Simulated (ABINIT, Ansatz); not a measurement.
## Sr3SbN (Pm-3m): one start, several treatments of the self-energy

Aim: compare treatments of exchange, screening and correlation for the gap of Sr3SbN (Pm-3m).

Calculated with ABINIT 10.8.3; LDA and many-body steps on it, plane waves.

Report form: the programs' logs are mostly left out.

## 1. Set-up

It takes space group Pm-3m (No. 221, cubic). Conventional cell: a = 5.195 Å, b = 5.195 Å, c = 5.195 Å, α = 90.00°, β = 90.00°, γ = 90.00°. Nearest to Sr lie 2 N at 2.60 Å. Sb has 12 Sr at 3.67 Å nearest. N has 6 Sr at 2.60 Å nearest. Farther neighbours and most contacts between anions are not listed.

The cell and positions are those that the Materials Project relaxed with its own functionals (PBE, PBE+U or r2SCAN), kept fixed. Spin-orbit coupling is left out unless a step names it.

## 2. Empty states on the mesh, 2×2×2 mesh, 491 bands

This step: ABINIT 10.8.3; DFT, LDA, plane waves, norm-conserving pseudopotentials.

The sums over transitions need many empty states on a uniform mesh; this step solves for them.

run.abi reads:

```
acell 3*1.0 Angstrom
rprim 
  5.194965140000 0.000000000000 0.000000000000
  0.000000000000 5.194965140000 0.000000000000
  0.000000000000 0.000000000000 5.194965140000
ntypat 3
znucl 38 51 7
natom 5
typat 1 1 1 2 3
xred 
  0.000000000000 0.500000000000 0.500000000000
  0.500000000000 0.500000000000 0.000000000000
  0.500000000000 0.000000000000 0.500000000000
  0.000000000000 0.000000000000 0.000000000000
  0.500000000000 0.500000000000 0.500000000000
pp_dirpath "pseudos"
pseudos "Sr.upf, Sb.upf, N.upf"
ecut 40
ngkpt 2 2 2
nshiftk 1
shiftk 0 0 0
kptopt 1
chksymbreak 0
iscf -2
irdden 1
istwfk *1
nband 491
nbdbuf 44
tolwfr 1e-09
nstep 60
prtvol 0
indata_prefix "in"
outdata_prefix "out"
tmpdata_prefix "tmp"
```

Started as:

```console
> OMP_NUM_THREADS=1 mpirun -n 4 abinit run.abi > log
```

Wall time 9 min (4 MPI ranks of Arm Neoverse V1, shared host); peak memory 0.94 GiB; 36 min of CPU time.

Numbers from this step:

```
gap                                                           : 0.2503 eV
k of the valence top                                          : 0, 0, 0
k of the conduction bottom                                    : 0, 0, 0
least direct gap                                              : 0.2503 eV
k points computed                                             : 4
lowest point of the top converged band, above the valence top : 108.0654 eV
```

On this mesh the gap is 0.250 eV.

The density comes from a self-consistent run that is not shown.

## 3. Screening, 2×2×2 mesh, 199 bands, screening to 141.5 eV

The RPA dielectric matrix is built and inverted for each q.

This step: RPA screening on LDA, plane waves, norm-conserving pseudopotentials.

run.abi: that of step 2 with these lines changed.

```diff
@@ -23,10 +23,11 @@
 chksymbreak 0
-iscf -2
-irdden 1
 istwfk *1
-nband 491
-nbdbuf 44
-tolwfr 1e-09
-nstep 60
-prtvol 0
+occopt 1
+irdwfk 1
+optdriver 3
+nband 199
+ecuteps 5.2
+inclvkb 2
+awtr 1
+symchi 1
 indata_prefix "in"
```

It took 79 s on 4 MPI ranks; peak memory 2 GiB; 5.3 min of CPU time.

Numbers from this step:

| Quantity | Value |
| --- | --- |
| ε∞ with local fields, on this mesh, along the program's q direction | 186.7 |
| the same without local fields | 215.3 |
| plasma frequency | 23.88 eV |
| plane waves in the screening matrix | 515 |

Local fields lower ε∞ by 13 %. The value itself is an artefact of the mesh, where one narrow direct gap carries too much weight.

## 4. G0W0, Godby-Needs plasmon pole

The self-energy is evaluated for the states that the input lists, and the levels follow from it, in one-shot runs by the linearised quasiparticle equation.

This step: G0W0 on LDA, plane waves, norm-conserving pseudopotentials.

run.abi: that of step 3 with these lines changed.

```diff
@@ -26,8 +26,15 @@
 irdwfk 1
-optdriver 3
+optdriver 4
 nband 199
+gwcalctyp 0
+ecutsigx 40
+symsigma 1
+nkptgw 1
+kptgw 
+  0.0000000000 0.0000000000 0.0000000000
+bdgw 
+  27 31
 ecuteps 5.2
-inclvkb 2
-awtr 1
-symchi 1
+irdscr 1
+ppmodel 1
 indata_prefix "in"
```

Elapsed: 18 s, on 4 MPI ranks; peak memory 1.6 GiB.

This step gave:

```yaml
g0w0_gap_on_the_points_computed: 0.4540 eV
starting_gap_on_the_mesh: 0.2503 eV
k_of_the_valence_top: 0, 0, 0
k_of_the_conduction_bottom: 0, 0, 0
z_at_the_valence_top: 0.748
z_at_the_conduction_bottom: 0.803
least_direct_g0w0_gap_on_the_computed_points: 0.4540 eV
```

The gap on the mesh goes from 0.25 eV to 0.45 eV, a correction of +0.20 eV.

## 5. G0W0, von der Linden-Horsch plasmon pole

run.abi: that of step 4 with these lines changed.

```diff
@@ -38,3 +38,3 @@
 irdscr 1
-ppmodel 1
+ppmodel 3
 indata_prefix "in"
```

Wall time 14 s (4 MPI ranks); peak memory 1.5 GiB; 54 s of CPU time.

This step gave:

```
G0W0 gap on the points computed              : 0.359 eV
starting gap on the mesh                     : 0.2503 eV
k of the valence top                         : 0, 0, 0
k of the conduction bottom                   : 0, 0, 0
Z at the valence top                         : 0.817
Z at the conduction bottom                   : 0.861
least direct G0W0 gap on the computed points : 0.359 eV
```

Against G0W0 in ABINIT (2×2×2 mesh, 199 bands, screening to 141.5 eV, Godby-Needs plasmon pole), the gap moves by −0.095 eV.

## 6. G0W0, Engel-Farid plasmon pole

run.abi: that of step 5 with these lines changed.

```diff
@@ -38,3 +38,3 @@
 irdscr 1
-ppmodel 3
+ppmodel 4
 indata_prefix "in"
```

Wall time 14 s (4 MPI ranks); peak memory 1.4 GiB; 55 s of CPU time.

Numbers from this step:

| Item | Value |
| --- | --- |
| G0W0 gap on the points computed | 0.5120 eV |
| starting gap on the mesh | 0.2503 eV |
| k of the valence top | 0, 0, 0 |
| k of the conduction bottom | 0, 0, 0 |
| least direct G0W0 gap on the computed points | 0.5120 eV |

Against G0W0 in ABINIT (2×2×2 mesh, 199 bands, screening to 141.5 eV, Godby-Needs plasmon pole), the gap moves by +0.058 eV.

## 7. One-shot Hartree-Fock

This step: one-shot Hartree-Fock on LDA, plane waves, norm-conserving pseudopotentials.

run.abi: that of step 6 with these lines changed.

```diff
@@ -27,4 +27,4 @@
 optdriver 4
-nband 199
-gwcalctyp 0
+nband 33
+gwcalctyp 5
 ecutsigx 40
@@ -36,5 +36,4 @@
   27 31
-ecuteps 5.2
-irdscr 1
-ppmodel 4
+ixc_sigma 40
+fftgw 31
 indata_prefix "in"
```

Run time: 4.8 s. Hardware: 4 MPI ranks; peak memory 0.33 GiB; 19 s of CPU time.

This step gave:

* quasiparticle gap on the points computed: 7.401 eV
* starting gap on the mesh: 0.2503 eV
* k of the valence top: 0, 0, 0
* k of the conduction bottom: 0, 0, 0
* least direct quasiparticle gap on the computed points: 7.401 eV

Against G0W0 in ABINIT (2×2×2 mesh, 199 bands, screening to 141.5 eV, Godby-Needs plasmon pole), the gap moves by +6.947 eV.

## 8. The runs together

Times are wall times on 4 MPI ranks of Arm Neoverse V1, shared host, good to a factor of about two. A run's time includes the screening step that it read.

```csv
run,mesh,bands,screening cutoff (eV),DFT gap (eV),gap on the mesh (eV),direct (eV),ε∞ used,time
"G0W0, Godby-Needs plasmon pole",2×2×2,199,141.5,0.250,0.454,0.454,186.73,97 s
"G0W0, von der Linden-Horsch plasmon pole",2×2×2,199,141.5,0.250,0.359,0.359,186.73,93 s
"G0W0, Engel-Farid plasmon pole",2×2×2,199,141.5,0.250,0.512,0.512,186.73,93 s
one-shot Hartree-Fock,2×2×2,-,-,0.250,7.401,7.401,-,4.8 s
```

## 9. Results

* G0W0, Godby-Needs plasmon pole: 0.454 eV
* G0W0, von der Linden-Horsch plasmon pole: 0.359 eV
* G0W0, Engel-Farid plasmon pole: 0.512 eV
* one-shot Hartree-Fock: 7.401 eV
* known limits: not at the basis limit; model gap, bands may invert with spin-orbit coupling; screening runs away on this mesh; no spin-orbit coupling; coarse k mesh

G0W0, von der Linden-Horsch plasmon pole: −0.095 eV against G0W0, Godby-Needs plasmon pole. G0W0, Engel-Farid plasmon pole: +0.058 eV against G0W0, Godby-Needs plasmon pole. One-shot Hartree-Fock: +6.947 eV against G0W0, Godby-Needs plasmon pole. Bare exchange alone opens the gap to 7.40 eV; against G0W0, correlation takes back 6.95 eV. Bands and cutoff are finite, so the gap is not at the basis limit. The miss can reach some tenths of an eV and take either sign; the mesh is an error of its own. In the G0W0 runs levels were corrected at 1 k point alone, so a gap called «on the mesh» is the least over those, and an edge elsewhere would be missed. The 2×2×2 mesh is coarse for this cell, which bears on the long-range parts of exchange and screening. With atoms this heavy and so narrow a gap, spin-orbit coupling can invert the bands. These scalar-relativistic gaps are then model values, not to be set against experiment, and a spin-orbit change taken from DFT can't simply be added. For the LDA start: On this mesh the RPA ε∞ passes 90, more than nearly any semiconductor shows; a coarse mesh does this where one point with a narrow direct gap carries much weight. The screening is then too strong, and the G0W0 gap should not be taken as the material's.

[Paths, hosts, dates, memory and timing lines, banners, echoed tables and standing remarks are left out of the program output.]

[Logs are printed without paths, hosts, clocks, repeated set-up lines and the standing remarks that a program may print on its own settings, such as how far it seeks lower states.]

[Runs of the session that timed out or met a known fault of the program may be left out.]

[Hosts, paths, dates, database ids (printed as entryN), source tags and the programs' standing remarks are cut or masked in the printed files.]

[G0W0 gaps are taken among the corrected bands and points alone; a level outside them can change the order at an edge.]

[Where Ansatz stands beside ABINIT at settings called matched, ABINIT's density can come from a denser mesh and the files from another edition; pairs whose starting gaps differed by over 0.03 eV were left out, so agreement reads better than it is.]
